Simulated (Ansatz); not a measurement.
# YCu (Pm-3m): Grüneisen parameters, part 2 of 2

Aim: how the phonons of YCu (Pm-3m) shift with volume, and the thermal expansion that follows.

Ansatz 0.2.0; DFT PBEsol, scalar-relativistic, plane waves, PAW; PAW set soft_1.

So far, highest frequency on path, mesh or solved points (cm⁻¹): step 2 (response at finite wavevector) 173.

### Step 4. Phonons at the other volume, volume ratio 0.97

The phonons are repeated at this volume on the same meshes, so that differences come from the volume alone.

The input, input.yaml:

```yaml
crystal:
  lattice:
    - [3.3900166086, 0.0, 0.0]
    - [0.0, 3.3900166086, 0.0]
    - [0.0, 0.0, 3.3900166086]
  atoms:
    - { symbol: "Y", position: [0.0, 0.0, 0.0] }
    - { symbol: Cu, position: [0.5, 0.5, 0.5] }
kpoints:
  mp_grid: { grid: [12, 12, 12] }
hamiltonian:
  xc: pbesol
  pseudopotentials: { kind: paw, azcp: { folder: soft_1 }, xc_functional: pbe }
scf:
  occupations: { method: methfessel_paxton, width: 0.2 }
output:
  eigenvalues: true
phonons:
  method: dfpt
  qmesh: [4, 4, 4]
  temperatures: { t_max: 1000, t_step: 50 }
  qpath:
    path:
      - [[0.0, 0.0, 0.0], [0.0, 0.5, 0.0], [0.5, 0.5, 0.0], [0.0, 0.0, 0.0], [0.5, 0.5, 0.5], [0.0, 0.5, 0.0]]
      - [[0.5, 0.5, 0.5], [0.5, 0.5, 0.0]]
    npoints: 10
```

Run with:

```sh
$ ansatz run input.yaml --threads 4 --pin off --max-ram 10240MiB --backend cpu --events-out ev --progress --plain --runs-dir out
```

The log of the run:

```text
[...]
Crystal: 2 atoms, lattice volume = 38.959 Å³
Basis set: ecut = 420 eV, 751 PW (Γ), exchange–correlation on 48×48×48 points (8 copies of the dense FFT grid, shifted against one another)
Bands: 19, of which v1, the nominal top of the filled ones, is band 15 counted from 1 (14 counted from 0)
Symmetry: 48 space group operations
k-points: 84 of 1728
[...]
SCF iter   1: F=—  HF=-10395.161146 eV  |F-HF|=—  |Δ(HF+E_count)|=         —  Δρ=8.60e-1  dr2=2.36e2  ethr=3.10e-3  ⟨swp⟩=5.0  Hψ=13793  notcnv=0
[...]
SCF iter  14: F=-10384.312925 eV  HF=-10384.312925 eV  |F-HF|=0.00e0  |Δ(HF+E_count)|=  1.46e-11  S|Δr|=    0.00e0  Δρ=4.17e-8  dr2=3.86e-13  ethr=1.00e-12  ⟨swp⟩=9.8  Hψ=9723  notcnv=0
SCF 1 converged in 14 iterations: F = -10384.312925 eV  dr2 = 3.86e-13
[...]
SCF iter   3: F=-10384.312925 eV  HF=-10384.312925 eV  |F-HF|=0.00e0  |Δ(HF+E_count)|=  3.64e-12  S|Δr|=    0.00e0  Δρ=7.29e-8  dr2=1.22e-12  ethr=1.00e-12  ⟨swp⟩=1.0  Hψ=3528  notcnv=0
SCF 2 converged in 3 iterations: F = -10384.312925 eV  dr2 = 1.22e-12
[...]
NSCF: frozen V_eff on 84 k-points
WARN: eigensolver did not converge (k=81): 1 band(s) unlocked after 20 sweeps at ethr=1.39e-12 eV (storage-precision floor; scheduled 1.00e-12 eV) (lowest unlocked band 22, counted from 0; max residual 4.56e-6 eV among the unlocked bands, 4.56e-6 eV over every band; other slots of this pass that fall short are told together in one closing line; warning suppressed until the next SCF loop or pass starts)
[...]
SCF converged after 14 iterations
[...]
Free energy (F): -10384.312925 eV
[...]
Internal energy: -10384.314155 eV  (E = F + TS)
E sigma→0 (E₀):  -10384.313233 eV
Entropy (-TS):   0.001230 eV (0.615 meV/atom)
Fermi energy:    13.125689 eV
[...]
--- Band table (eV; the first three rows and the last of 84) ---
  k-point 0: bands = [... 11 lower, 10.0992, 10.0992, 10.0992, 13.5766, 13.5766, 18.1836, 18.1836, 18.1836, ... 4 higher]
  k-point 1: bands = [... 11 lower, 10.0952, 10.0952, 10.1050, 13.5667, 13.5922, 17.5778, 17.5778, 18.1816, ... 4 higher]
  k-point 2: bands = [... 11 lower, 10.0846, 10.0846, 10.1209, 13.5381, 13.5495, 16.7125, 16.7125, 18.1763, ... 4 higher]
  k-point 83: bands = [... 11 lower, 10.4274, 10.4274, 11.2471, 11.2471, 11.2471, 14.8244, 19.7559, 19.7559, ... 4 higher]
[...]
ASR residual: 2.746e-5 → 0.000e0 eV/Å²; symmetrization residual: 1.415e-7 eV/Å²
  ASR residual per site (eV/Å²): 2.75e-5 1.86e-5
  Γ frequencies (cm⁻¹): 0.00 0.00 0.00 156.38 156.38 156.38
--- Phonons (arbitrary-q DFPT): 10 irreducible q on the 4×4×4 mesh ---
[...]
interpolated dispersion: 62 rows × 6 modes
[...]
```

Wall time 5.7 min (4 threads of Arm Neoverse V1, shared host); peak memory 2.1 GiB.

Read from the output:

```yaml
sum_rule_residual_before_enforcement: 2.75e-5 eV/Å²
highest_frequency_on_path_mesh_or_solved_points: 180 cm⁻¹
mean_frequency: 115.5 cm⁻¹
debye_temperature_second_moment: 227 K
logarithmic_mean_frequency: 107.7 cm⁻¹
highest_optical_mode_at_the_zone_centre_no_lo_to_term: 156.4 cm⁻¹
lowest_optical_zone_centre_mode: 156.4 cm⁻¹
lowest_mode_on_the_q_mesh_acoustic_modes_at_gamma_apart: 31.49 cm⁻¹
zero_point_energy_per_atom: 21.47 meV
heat_capacity_at_300_k: 24.25 J/(mol atoms K)
vibrational_entropy_at_300_k: 41.78 J/(mol atoms K)
```

Frequencies (cm⁻¹) solved at each irreducible wavevector; negative means imaginary. Frequencies by wavevector, by row:

```tsv
q in reciprocal lattice units	star	mode 1	mode 2	mode 3	mode 4	mode 5	mode 6
0 0 0	1	0	0	0	156.4	156.4	156.4
0 0 0.25	6	60.6	60.6	96.5	146.8	146.8	163.2
0 0 -0.5	3	100.4	100.4	105.2	124.4	124.4	180
0 0.25 0.25	12	60.8	73.3	117.7	136.1	147.1	160.6
0 0.25 -0.5	12	60.3	83.1	91.8	123.2	149.8	175.5
0 -0.5 -0.5	3	31.5	31.5	70.1	120.2	167.6	167.6
0.25 0.25 0.25	8	85	85	100.1	146.1	151.7	151.7
0.25 0.25 -0.5	12	56	91.4	113.1	135.4	140.8	171.9
0.25 -0.5 -0.5	6	62.7	62.7	109.1	122.2	168.5	168.5
-0.5 -0.5 -0.5	1	83.3	83.3	83.3	171.2	171.2	171.2
```

The highest optical mode at the zone centre (no LO-TO term) is 156.4 cm⁻¹, +9.2 cm⁻¹ against the base run.

### Step 5. Relaxing at another volume, volume ratio 1.03

The volume is scaled by 1.03 and held; symmetry leaves nothing to relax, so this is a single point. The modes can then be followed against volume.

input.yaml, the sections that differ from step 4:

```yaml
crystal:
  lattice:
    - [3.4585202491, 0.0, 0.0]
    - [0.0, 3.4585202491, 0.0]
    - [0.0, 0.0, 3.4585202491]
  atoms:
    - { symbol: "Y", position: [0.0, 0.0, 0.0] }
    - { symbol: Cu, position: [0.5, 0.5, 0.5] }
output:
  forces: true
  stress: true
  eigenvalues: true
# kpoints, hamiltonian, scf: as in step 4
# phonons: removed
```

The log of the run:

```text
[...]
Crystal: 2 atoms, lattice volume = 41.369 Å³
Basis set: ecut = 420 eV, 799 PW (Γ), exchange–correlation on 48×48×48 points (8 copies of the dense FFT grid, shifted against one another)
Bands: 19, of which v1, the nominal top of the filled ones, is band 15 counted from 1 (14 counted from 0)
Symmetry: 48 space group operations
[...]
k-points: 84 of 1728
[...]
--- Band table (eV; the first three rows and the last of 84) ---
  k-point 0: bands = [... 11 lower, 9.3335, 9.3335, 9.3335, 12.6684, 12.6684, 16.9783, 16.9783, 16.9783]
  k-point 1: bands = [... 11 lower, 9.3294, 9.3294, 9.3387, 12.6613, 12.6777, 16.4316, 16.4316, 16.9771]
  k-point 2: bands = [... 11 lower, 9.3187, 9.3187, 9.3532, 12.6173, 12.6408, 15.6319, 15.6319, 16.9737]
  k-point 83: bands = [... 11 lower, 9.6324, 9.6324, 10.5187, 10.5187, 10.5187, 13.7577, 18.4291, 18.4291]
[key lines of the parts left out:]
SCF converged after 11 iterations
Free energy (F): -10384.313734 eV
Fermi energy:    12.209188 eV
P = ⅓ Tr σ = -2.1823 GPa (-21.823 kbar)
```

The job ended after 1.7 s (4 threads; peak memory 0.38 GiB; 5.7 s of CPU time).

Numbers from this step:

```
pressure        : -2.182 GPa
volume per atom : 20.68 Å³
```

The run ends at a pressure of -2.18 GPa.

### Step 6. Phonons at the other volume, volume ratio 1.03

The phonons are repeated at this volume on the same meshes, so that differences come from the volume alone.

Edit input.yaml of step 5 so:

```diff
@@ -16,4 +16,11 @@
 output:
-  forces: true
-  stress: true
   eigenvalues: true
+phonons:
+  method: dfpt
+  qmesh: [4, 4, 4]
+  temperatures: { t_max: 1000, t_step: 50 }
+  qpath:
+    path:
+      - [[0.0, 0.0, 0.0], [0.0, 0.5, 0.0], [0.5, 0.5, 0.0], [0.0, 0.0, 0.0], [0.5, 0.5, 0.5], [0.0, 0.5, 0.0]]
+      - [[0.5, 0.5, 0.5], [0.5, 0.5, 0.0]]
+    npoints: 10
```

The log of the run:

```text
[...]
Crystal: 2 atoms, lattice volume = 41.369 Å³
Basis set: ecut = 420 eV, 799 PW (Γ), exchange–correlation on 48×48×48 points (8 copies of the dense FFT grid, shifted against one another)
Bands: 19, of which v1, the nominal top of the filled ones, is band 15 counted from 1 (14 counted from 0)
Symmetry: 48 space group operations
k-points: 84 of 1728
[...]
k-point 83: bands = [... 11 lower, 9.6323, 9.6323, 10.5187, 10.5187, 10.5187, 13.7576, 18.4292, 18.4292, ... 4 higher]
[...]
ASR residual: 3.381e-5 → 0.000e0 eV/Å²; symmetrization residual: 1.308e-6 eV/Å²
  ASR residual per site (eV/Å²): 2.38e-5 3.38e-5
  Γ frequencies (cm⁻¹): 0.00 0.00 0.00 138.22 138.22 138.22
--- Phonons (arbitrary-q DFPT): 10 irreducible q on the 4×4×4 mesh ---
[...]
interpolated dispersion: 62 rows × 6 modes
[...]
[key lines of the parts left out:]
SCF converged after 14 iterations
Free energy (F): -10384.313734 eV
Fermi energy:    12.209187 eV
```

It took 6.1 min on 4 threads; peak memory 2.2 GiB; 24 min of CPU time.

Numbers from this step:

```
sum-rule residual before enforcement                    : 3.38e-5 eV/Å²
highest frequency on path, mesh or solved points        : 166.2 cm⁻¹
mean frequency                                          : 105.1 cm⁻¹
Debye temperature (second moment)                       : 206 K
logarithmic mean frequency                              : 98.7 cm⁻¹
highest optical mode at the zone centre (no LO-TO term) : 138.2 cm⁻¹
lowest optical zone-centre mode                         : 138.2 cm⁻¹
lowest mode on the q mesh (acoustic modes at Γ apart)   : 35.31 cm⁻¹
zero-point energy per atom                              : 19.55 meV
heat capacity at 300 K                                  : 24.37 J/(mol atoms K)
vibrational entropy at 300 K                            : 43.89 J/(mol atoms K)
```

The highest optical mode at the zone centre (no LO-TO term) is 138.2 cm⁻¹, -8.9 cm⁻¹ against the base run.

### Step 7. Grüneisen parameters

The Grüneisen parameter of a mode is minus the logarithmic change of its frequency with volume, −d ln ω / d ln V; weighted by heat capacity it gives the expansion.

This step gave:

- bulk modulus: 78.5 GPa

Phonon branches along the path, in cm⁻¹:

```tsv
point	branch 1	branch 2	branch 3	branch 4	branch 5	branch 6
Γ	0	0	0	147	147	147
halfway	58	58	92	139	139	155
X	96	96	99	118	118	173
halfway	60	79	89	117	142	167
M	34	34	66	113	159	159
halfway	61	70	112	129	141	151
Γ	0	0	0	147	147	147
halfway	83	83	97	138	144	144
R	76	76	76	166	166	166
halfway	56	88	107	131	132	164
X	96	96	99	118	118	173
jump to R	76	76	76	166	166	166
halfway	59	59	102	118	162	162
M	34	34	66	113	159	159
```

The same for volume x 0.97:

```tsv
point	branch 1	branch 2	branch 3	branch 4	branch 5	branch 6
Γ	0	0	0	156	156	156
X	100	100	105	124	124	180
M	32	32	70	120	168	168
Γ	0	0	0	156	156	156
R	83	83	83	171	171	171
X	100	100	105	124	124	180
R	83	83	83	171	171	171
M	32	32	70	120	168	168
```

The same for volume x 1.03:

```tsv
point	branch 1	branch 2	branch 3	branch 4	branch 5	branch 6
Γ	0	0	0	138	138	138
X	92	92	94	112	112	166
M	35	35	61	107	151	151
Γ	0	0	0	138	138	138
R	70	70	70	160	160	160
X	92	92	94	112	112	166
R	70	70	70	160	160	160
M	35	35	61	107	151	151
```

The first set of phonon branches as a text plot (rows in cm⁻¹):

```
    176 |       **                                       *
    169 |      *  **                          ***    **** *
    161 |    **     ******                   *  *****     *******
    154 |   *        **  *****             **    *
    146 |***        *      ** **************      *        *
    139 |   *                ***    *   *          *
    131 |    **    *         *       ***            **      *
    124 |      *  *        **                        **
    116 |       ***********            *              ****   *  *
    109 |        **          **                     *****     **
    101 |    ****  *       **        **            *  ****   *
     94 |   *  ***                      *         *  *   *  *
     86 |        ***           *        ****     * **   *  *  *
     79 |     *     *     *         *    ** *******       *    *
     71 |    *    * ***  *****         *   ***  **     *   *    *
     64 |  *       * * ***   ** *                 **        *
     56 |   *       *     *** *      **             ***      *
     49 | *          **  *     *                              *
     41 |             * *          **                          *
     34 |  *           *        **                              *
     26 |**
     19 |                        * *
     11 |*
      4 |                         *
         Γ      X      M          Γ            R        X|R     M
```

Mode Grueneisen parameter -dln(w)/dln(V), modes matched by rank; at Γ the acoustic branches take the value of a neighbouring point of the path. Mode grüneisen parameters along the path, in :

```tsv
point	branch 1	branch 2	branch 3	branch 4	branch 5	branch 6
Γ	1.22	1.22	1.15	2.06	2.06	2.06
halfway	1.40	1.40	1.44	1.92	1.92	1.67
X	1.53	1.53	1.88	1.79	1.79	1.33
halfway	0.03	1.73	1.20	1.87	1.84	1.59
M	-1.90	-1.90	2.29	2.00	1.75	1.75
halfway	0.03	1.45	1.78	1.92	1.39	2.06
Γ	1.26	0.28	1.45	2.06	2.06	2.06
halfway	0.97	0.97	1.10	1.84	1.84	1.84
R	3.04	3.04	3.04	1.10	1.10	1.10
halfway	0.33	1.35	2.02	1.40	1.80	1.58
X	1.53	1.53	1.88	1.79	1.79	1.33
jump to R	3.04	3.04	3.04	1.10	1.10	1.10
halfway	2.00	2.00	2.22	1.14	1.39	1.39
M	-1.90	-1.90	2.29	2.00	1.75	1.75
```

The mode Grüneisen parameters as a text plot (rows in , shown from -1.8 to 3.0 only):

```
   2.94 |                                    ****         *
   2.74 |                                        *         *
   2.54 |                                   *    *         *
   2.34 |              *                    *     *         *
   2.13 |*            * *    *******              ** **      ****
   1.93 |******** **************** ******  *        ******   *  *
   1.73 |   * *************  ***    ***  ***       **  ***     **
   1.53 |   ********       **** **** *** **       ********    *
   1.33 | ***  *** *         **  **      ****    *********  **
   1.13 |**               *    **       *   ******** *    ****
   0.93 |         * *                   ***            *
   0.72 |                           ****                      *
   0.52 |          * *   *      *  *
   0.32 |                      * **                 * *
   0.12 |                    **
  -0.08 |             *    **                        *
  -0.28 |                                                      *
  -0.48 |           *     *
  -0.69 |               *
  -0.89 |            *   *
  -1.09 |
  -1.29 |             *                                         *
  -1.49 |               *
  -1.69 |
         Γ      X      M          Γ            R        X|R     M
```

(dS/dlnV)/C_V. Table of thermodynamic Grueneisen parameter by temperature:

```tsv
temperature (K)	thermodynamic Grueneisen parameter
50	1.30
100	1.41
150	1.43
200	1.44
250	1.45
300	1.45
350	1.45
400	1.45
450	1.45
500	1.45
550	1.45
600	1.45
650	1.45
700	1.45
750	1.45
800	1.45
850	1.45
900	1.45
950	1.45
1000	1.45
```

Gamma C_V/(B V) at the static volume. Volume expansion against temperature:

```tsv
temperature (K)	volume expansion (1e-6/K)
50	16.4
100	29.8
150	34.1
200	35.8
250	36.6
300	37.1
350	37.4
400	37.5
450	37.6
500	37.8
550	37.8
600	37.9
650	37.9
700	37.9
750	38.0
800	38.0
850	38.0
900	38.0
950	38.0
1000	38.0
```

### Step 8. Summary of results

```json
{
 "bulk modulus": "78.5 GPa",
 "thermodynamic Grüneisen parameter at 300 K": "1.448",
 "volume expansion at 300 K, estimated": "37.07 × 10⁻⁶ K⁻¹"
}
```

By this estimate the volume grows by 37.1 × 10⁻⁶ per kelvin at 300 K. The highest optical mode at Γ goes from 156 to 138 cm⁻¹ as the cell grows, a Grüneisen parameter of 2.06. Mode parameters on the path run from -1.9 to 3.0, with a median of 1.6. Modes with negative values stiffen as the cell grows and pull against the expansion. Branches are matched by rank, so values near crossings are rough. The expansion is the Grüneisen estimate at the static volume, with the static bulk modulus. With no gap, or one that is small against the smearing, the frequencies hang on the k mesh and the smearing, most of all near Kohn anomalies. The PAW files were made for PBE and serve the other functionals too.

[Long decimals in the printed logs are rounded to 6 places.]

[Logs are printed without paths, hosts, clocks, repeated set-up lines and the standing remarks that a program may print on its own settings, such as how far it seeks lower states.]

[Hosts, paths, dates, database ids (printed as entryN), source tags and the programs' standing remarks are cut or masked in the printed files.]

[Where the starting crystal was built by hand or by swapping elements, it need not be the compound's stable phase.]
